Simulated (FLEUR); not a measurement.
# Collinear magnetic orders of Mn3GaC with FLEUR, part 2 of 3

Does Mn3GaC prefer parallel or opposed moments?

FLEUR MaX-R8.1; LDA (VWN); all-electron FLAPW, Dirac cores, scalar-relativistic bands.

So far, largest spin moment in the muffin-tin sphere (μB): step 2 (order 1, typed as ferro +++) 1.51; step 3 (ferrimagnetic, start moments [3.5, 3.5, -3.5, 0.0, 0.0] μB) 2.17.

## (4) Run 3 (no spin polarisation)

Without spin polarisation no moment can form, so the difference from the other runs is what forming moments gains.

The input, inp.xml:

```
<?xml version="1.0" encoding="UTF-8" standalone="no"?>
<fleurInput fleurInputVersion="0.39">
   <comment>
      Mn3GaC
   </comment>
   <calculationSetup>
      <cutoffs Kmax="4.4" Gmax="13.2" GmaxXC="13.2" numbands="0"/>
      <scfLoop itmax="90" minDistance="0.00002" maxIterBroyd="15" imix="Anderson" alpha="0.05" precondParam="0.0" spinf="2.0" sdNocoIR="T"/>
      <coreElectrons ctail="T" frcor="F" kcrel="0" coretail_lmax="0"/>
      <xcFunctional name="vwn" relativisticCorrections="F"/>
      <magnetism jspins="1"/>
      <soc l_soc="F" theta="0.0" phi="0.0" spav="F"/>
      <expertModes spex="0" secvar="F"/>
      <geometryOptimization l_f="F" forcealpha="1.0" forcemix="BFGS" epsdisp="0.00001" epsforce="0.00001"/>
      <ldaU l_linMix="F" mixParam="0.05" spinf="1.0"/>
   </calculationSetup>
   <cell>
      <bzIntegration valenceElectrons="62.0" mode="hist" fermiSmearingEnergy="0.00110248">
         <kPointListSelection listName="default-1"/>
         <xi:include xmlns:xi="http://www.w3.org/2001/XInclude" href="kpts.xml"> </xi:include>
      </bzIntegration>
      <xi:include xmlns:xi="http://www.w3.org/2001/XInclude" href="sym.xml"> </xi:include>
      <bulkLattice scale="1.0">
         <bravaisMatrix>
            <row-1>    7.3623729814415997     0.0000000000000000     0.0000000000000000</row-1>
            <row-2>    0.0000000000000000     7.3623729814415997     0.0000000000000000</row-2>
            <row-3>    0.0000000000000000     0.0000000000000000     7.3623729814415997</row-3>
         </bravaisMatrix>
      </bulkLattice>
   </cell>
   <atomSpecies>
      <species name="Manganese (Mn)" element="Mn" atomicNumber="25">
         <mtSphere radius="2.29" gridPoints="757" logIncrement="0.016"/>
         <atomicCutoffs lmax="8" lnonsphr="6"/>
         <electronConfig flipSpins="F">
            <coreConfig>(1s1/2) (2s1/2) (2p1/2) (2p3/2)</coreConfig>
            <valenceConfig>(3s1/2) (3p1/2) (3p3/2) (4s1/2) (3d3/2) (3d5/2)</valenceConfig>
            <stateOccupation state="(3d3/2)" spinUp="1.000000" spinDown="1.000000"/>
            <stateOccupation state="(3d5/2)" spinUp="1.500000" spinDown="1.500000"/>
         </electronConfig>
         <energyParameters s="4" p="4" d="3" f="4"/>
         <lo type="SCLO" l="0" n="3" eDeriv="0"/>
         <lo type="SCLO" l="1" n="3" eDeriv="0"/>
      </species>
      <species name="Gallium (Ga)" element="Ga" atomicNumber="31">
         <mtSphere radius="2.78" gridPoints="919" logIncrement="0.014"/>
         <atomicCutoffs lmax="10" lnonsphr="8"/>
         <electronConfig flipSpins="F">
            <coreConfig>(1s1/2) (2s1/2) (2p1/2) (2p3/2) (3s1/2) (3p1/2) (3p3/2)</coreConfig>
            <valenceConfig>(4s1/2) (3d3/2) (3d5/2) (4p1/2) (4p3/2)</valenceConfig>
            <stateOccupation state="(4p1/2)" spinUp="0.166667" spinDown="0.166667"/>
            <stateOccupation state="(4p3/2)" spinUp="0.333333" spinDown="0.333333"/>
         </electronConfig>
         <energyParameters s="4" p="4" d="3" f="4"/>
      </species>
      <species name="Carbon (C)" element="C" atomicNumber="6">
         <mtSphere radius="1.3" gridPoints="431" logIncrement="0.024"/>
         <atomicCutoffs lmax="6" lnonsphr="4"/>
         <electronConfig flipSpins="F">
            <coreConfig>(1s1/2)</coreConfig>
            <valenceConfig>(2s1/2) (2p1/2) (2p3/2)</valenceConfig>
            <stateOccupation state="(2p1/2)" spinUp="0.333333" spinDown="0.333333"/>
            <stateOccupation state="(2p3/2)" spinUp="0.666667" spinDown="0.666667"/>
         </electronConfig>
         <energyParameters s="2" p="2" d="3" f="4"/>
      </species>
   </atomSpecies>
   <atomGroups>
      <atomGroup species="Manganese (Mn)">
         <relPos label="                   1">.0000000000 1.000/2.000 1.000/2.000</relPos>
         <relPos label="                   2">1.000/2.000 .0000000000 1.000/2.000</relPos>
         <relPos label="                   3">1.000/2.000 1.000/2.000 .0000000000</relPos>
         <force calculate="T" relaxXYZ="TTT"/>
      </atomGroup>
      <atomGroup species="Gallium (Ga)">
         <relPos label="                   4">.0000000000 .0000000000 .0000000000</relPos>
         <force calculate="T" relaxXYZ="TTT"/>
      </atomGroup>
      <atomGroup species="Carbon (C)">
         <relPos label="                   5">1.000/2.000 1.000/2.000 1.000/2.000</relPos>
         <force calculate="T" relaxXYZ="TTT"/>
      </atomGroup>
   </atomGroups>
   <output dos="F" band="F" slice="F">
      <bandDOS minEnergy="-.5*Htr" maxEnergy="0.5*Htr" sigma="0.015" storeEVData="T"/>
      <plotting iplot="0" polar="F">
         <plot TwoD="T" vec1="  1.0  0.0  0.0" vec2="  0.0  1.0  0.0" vec3="  0.0  0.0  1.0" zero="  0.0  0.0  0.0" file="plot"/>
      </plotting>
      <moessbauerParams electricFieldGradient="F" isomerShift="F" coreHyperfine="F" valenceHyperfine="F"/>
   </output>
</fleurInput>
```

The input, crystal.txt:

```
Mn3GaC
&input film=F cartesian=F /
3.89600000000  0.00000000000  0.00000000000
0.00000000000  3.89600000000  0.00000000000
0.00000000000  0.00000000000  3.89600000000
1.8897261246
1.0 1.0 1.0

5
25 0.00000000000  0.50000000000  0.50000000000
25 0.50000000000  0.00000000000  0.50000000000
25 0.50000000000  0.50000000000  0.00000000000
31 0.00000000000  0.00000000000  0.00000000000
6 0.50000000000  0.50000000000  0.50000000000

&kpt div1=8 div2=8 div3=8 gamma=T /
```

The run is started by

```bash
OMP_NUM_THREADS=1 inpgen -f crystal.txt > inpgen.log  # inp.xml is then edited as shown
OMP_NUM_THREADS=1 mpirun -n 4 fleur_MPI > fleur.log
```

The program printed:

```text
[banner, memory and clock lines left out]
Welcome to FLEUR        (www.flapw.de)
      MaX-Release 8.1          (www.max-centre.eu)

 ========== k-point set info ==========
 Selected k-point list: default-1
 k-point list type: mesh
 0 x 0 x 0
 Number of k points: 36

 [... set-up left out ...]
 Iteration:     1   Distance:      23.01946745 me/bohr^3
 Iteration:     2   Distance:      19.46063506 me/bohr^3
 Iteration:     3   Distance:       9.03272427 me/bohr^3
 Iteration:     4   Distance:       8.07912404 me/bohr^3
 Iteration:     5   Distance:       6.15164999 me/bohr^3
[...]
<FermiEnergy value="0.4127872039" units="Htr"/>
         [... left out ...]
         <totalEnergy value="    -5448.8013159270" units="Htr">
            <sumOfEigenvalues value="    -3131.7899620046">
               <coreElectrons value="-3099.8335169998"/>
               <valenceElectrons value="-31.9564450048"/>
            </sumOfEigenvalues>
         [... left out ...]
            <freeEnergy value="-5448.8025814859"/>
            <extrapolationTo0K value="-5448.8019487064"/>
         </totalEnergy>
         <densityConvergence units="me/bohr^3">
            <chargeDensity spin="1" distance="0.0000083407"/>
         </densityConvergence>
      </iteration>
```

Run time: 36 s. Hardware: 4 MPI ranks of Arm Neoverse V2, shared host; peak memory 0.28 GiB; 2.4 min of CPU time.

Read from the output:

| Item | Value |
| --- | --- |
| free energy | -148269.4716 eV |
| program's band gap on this mesh (in a metal only a level spacing) | 0.002073 eV |
| final state | non-magnetic (no spin polarisation) |

It lies 154 meV a seeded atom over the first start.

## (5) Another try

An input with a fault is tried, to see how the program answers.

The input, inp.xml:

```
<?xml version="1.0" encoding="UTF-8" standalone="no"?>
<fleurInput fleurInputVersion="0.39">
   <comment>
      Mn3GaC
   </comment>
   <calculationSetup>
      <cutoffs Kmax="4.4" Gmax="13.2" GmaxXC="13.2" numbands="0"/>
      <scfLoop itmax="60" minDistance="0.00002" maxIterBroyd="15" imix="Anderson" alpha="0.05" precondParam="0.0" spinf="2.0" sdNocoIR="T"/>
      <coreElectrons ctail="T" frcor="F" kcrel="0" coretail_lmax="0"/>
      <xcFunctional name="vwn" relativisticCorrections="F"/>
      <magnetism jspins="2"/>
      <soc l_soc="F" theta="0.0" phi="0.0" spav="F"/>
      <expertModes spex="0" secvar="F"/>
      <geometryOptimization l_f="F" forcealpha="1.0" forcemix="BFGS" epsdisp="0.00001" epsforce="0.00001"/>
      <ldaU l_linMix="F" mixParam="0.05" spinf="1.0"/>
   </calculationSetup>
   <cell>
      <bzIntegration valenceElectrons="62.0" mode="hist" fermiSmearingEnergy="0.00110248">
         <kPointListSelection listName="default-1"/>
         <xi:include xmlns:xi="http://www.w3.org/2001/XInclude" href="kpts.xml"> </xi:include>
      </bzIntegration>
      <xi:include xmlns:xi="http://www.w3.org/2001/XInclude" href="sym.xml"> </xi:include>
      <bulkLattice scale="1.0">
         <bravaisMatrix>
            <row-1>    7.3623729814415997     0.0000000000000000     0.0000000000000000</row-1>
            <row-2>    0.0000000000000000     7.3623729814415997     0.0000000000000000</row-2>
            <row-3>    0.0000000000000000     0.0000000000000000     7.3623729814415997</row-3>
         </bravaisMatrix>
      </bulkLattice>
   </cell>
   <atomSpecies>
      <species name="Manganese 3.502" element="Mn" atomicNumber="25">
         <mtSphere radius="1.00" gridPoints="757" logIncrement="0.016"/>
         <atomicCutoffs lmax="8" lnonsphr="6"/>
         <electronConfig flipSpins="F">
            <coreConfig>(1s1/2) (2s1/2) (2p1/2) (2p3/2)</coreConfig>
            <valenceConfig>(3s1/2) (3p1/2) (3p3/2) (4s1/2) (3d3/2) (3d5/2)</valenceConfig>
            <stateOccupation state="(3d3/2)" spinUp="1.251" spinDown="0.749"/>
            <stateOccupation state="(3d5/2)" spinUp="3.0" spinDown="0.0"/>
         </electronConfig>
         <energyParameters s="4" p="4" d="3" f="4"/>
         <lo type="SCLO" l="0" n="3" eDeriv="0"/>
         <lo type="SCLO" l="1" n="3" eDeriv="0"/>
      </species>
      <species name="Gallium (Ga)" element="Ga" atomicNumber="31">
         <mtSphere radius="1.00" gridPoints="919" logIncrement="0.014"/>
         <atomicCutoffs lmax="10" lnonsphr="8"/>
         <electronConfig flipSpins="F">
            <coreConfig>(1s1/2) (2s1/2) (2p1/2) (2p3/2) (3s1/2) (3p1/2) (3p3/2)</coreConfig>
            <valenceConfig>(4s1/2) (3d3/2) (3d5/2) (4p1/2) (4p3/2)</valenceConfig>
            <stateOccupation state="(4p1/2)" spinUp="0.166667" spinDown="0.166667"/>
            <stateOccupation state="(4p3/2)" spinUp="0.333333" spinDown="0.333333"/>
         </electronConfig>
         <energyParameters s="4" p="4" d="3" f="4"/>
      </species>
      <species name="Carbon (C)" element="C" atomicNumber="6">
         <mtSphere radius="1.00" gridPoints="431" logIncrement="0.024"/>
         <atomicCutoffs lmax="6" lnonsphr="4"/>
         <electronConfig flipSpins="F">
            <coreConfig>(1s1/2)</coreConfig>
            <valenceConfig>(2s1/2) (2p1/2) (2p3/2)</valenceConfig>
            <stateOccupation state="(2p1/2)" spinUp="0.333333" spinDown="0.333333"/>
            <stateOccupation state="(2p3/2)" spinUp="0.666667" spinDown="0.666667"/>
         </electronConfig>
         <energyParameters s="2" p="2" d="3" f="4"/>
      </species>
   </atomSpecies>
   <atomGroups>
      <atomGroup species="Manganese 3.502">
         <relPos label="                   1">.0000000000 1.000/2.000 1.000/2.000</relPos>
         <relPos label="                   2">1.000/2.000 .0000000000 1.000/2.000</relPos>
         <relPos label="                   3">1.000/2.000 1.000/2.000 .0000000000</relPos>
         <force calculate="T" relaxXYZ="TTT"/>
      </atomGroup>
      <atomGroup species="Gallium (Ga)">
         <relPos label="                   4">.0000000000 .0000000000 .0000000000</relPos>
         <force calculate="T" relaxXYZ="TTT"/>
      </atomGroup>
      <atomGroup species="Carbon (C)">
         <relPos label="                   5">1.000/2.000 1.000/2.000 1.000/2.000</relPos>
         <force calculate="T" relaxXYZ="TTT"/>
      </atomGroup>
   </atomGroups>
   <output dos="F" band="F" slice="F">
      <bandDOS minEnergy="-.5*Htr" maxEnergy="0.5*Htr" sigma="0.015" storeEVData="T"/>
      <plotting iplot="0" polar="F">
         <plot TwoD="T" vec1="  1.0  0.0  0.0" vec2="  0.0  1.0  0.0" vec3="  0.0  0.0  1.0" zero="  0.0  0.0  0.0" file="plot"/>
      </plotting>
      <moessbauerParams electricFieldGradient="F" isomerShift="F" coreHyperfine="F" valenceHyperfine="F"/>
   </output>
</fleurInput>
```

The input, crystal.txt:

```
Mn3GaC
&input film=F cartesian=F /
3.89600000000  0.00000000000  0.00000000000
0.00000000000  3.89600000000  0.00000000000
0.00000000000  0.00000000000  3.89600000000
1.8897261246
1.0 1.0 1.0

5
25 0.00000000000  0.50000000000  0.50000000000 : 3.502
25 0.50000000000  0.00000000000  0.50000000000 : 3.502
25 0.50000000000  0.50000000000  0.00000000000 : 3.502
31 0.00000000000  0.00000000000  0.00000000000
6 0.50000000000  0.50000000000  0.50000000000

&kpt div1=8 div2=8 div3=8 gamma=T /
```

The program printed:

```text
[banner, memory and clock lines left out]
Welcome to FLEUR        (www.flapw.de)
      MaX-Release 8.1          (www.max-centre.eu)

 ========== k-point set info ==========
 Selected k-point list: default-1
 k-point list type: mesh
 0 x 0 x 0
 Number of k points: 36

 ------------Calculation Setup---------------------------
 Number of PE/node        :            4
 Number of OMP-threads    :            1
 k-points in parallel     :            4
 pe's per k-point         :            1
 No of k-point loops      :            9
 Eigenvalue solver        :       lapack
 Number of basis functions:          622
 Approximate size of matrices (H+S) per k-point:         0.006 GB
************FLEUR-Warning*****************
Error message: Too low eigenvalue detected
Error occurred in subroutine: fermi
Hint: If the lowest eigenvalue is more than 1Htr below the lowest energy parameter, you probably have picked up a ghoststate
Error from PE:0/4
*****************************************
Warnings not ignored. To make the warning nonfatal create a file 'JUDFT_WARN_ONLY' in the working directory or start FLEUR with the -warn_only command line option.
Memory (rank 0): 0.062 GB (peak 0.071 GB)
```

The job ended after 5.1 s (4 MPI ranks; peak memory 0.27 GiB).

The run ended with an error.

The program's message: “Too low eigenvalue detected”

The fault in the input: spheres far too small.

Small spheres leave the sharp parts of the states to plane waves, which this Kmax can't hold, and cores leak out.

## (6) The states side by side

Free energies are divided by the number of seeded atoms.

Orders:

```tsv
start	final state	typed order kept	energy over the lowest (meV a seeded atom)	largest sphere moment (μB)	net moment (μB a primitive cell)	mesh matched	CPU time (s)
ferro +++	ferromagnetic, with opposed induced moments	yes	0	1.506	4.384	yes	530.6
ferri ++-	ferrimagnetic	yes	35.42	2.169	0.6157	yes	1079
no spin polarisation	non-magnetic	-	153.9	0	0	yes	144.7
```

(Continued in part 3 of 3.)

[Logs and program files are shortened in this print: banners, set-up blocks, solver, clock and traceback lines can be left out without a mark of their own.]

[Logs are printed without paths, hosts, clocks, repeated set-up lines and the standing remarks that a program may print on its own settings, such as how far it seeks lower states.]

[Hosts, paths, dates, database ids (printed as entryN), source tags and the programs' standing remarks are cut or masked in the printed files.]

[Where a cell is said to come from a database of computed structures, the database is the Materials Project.]
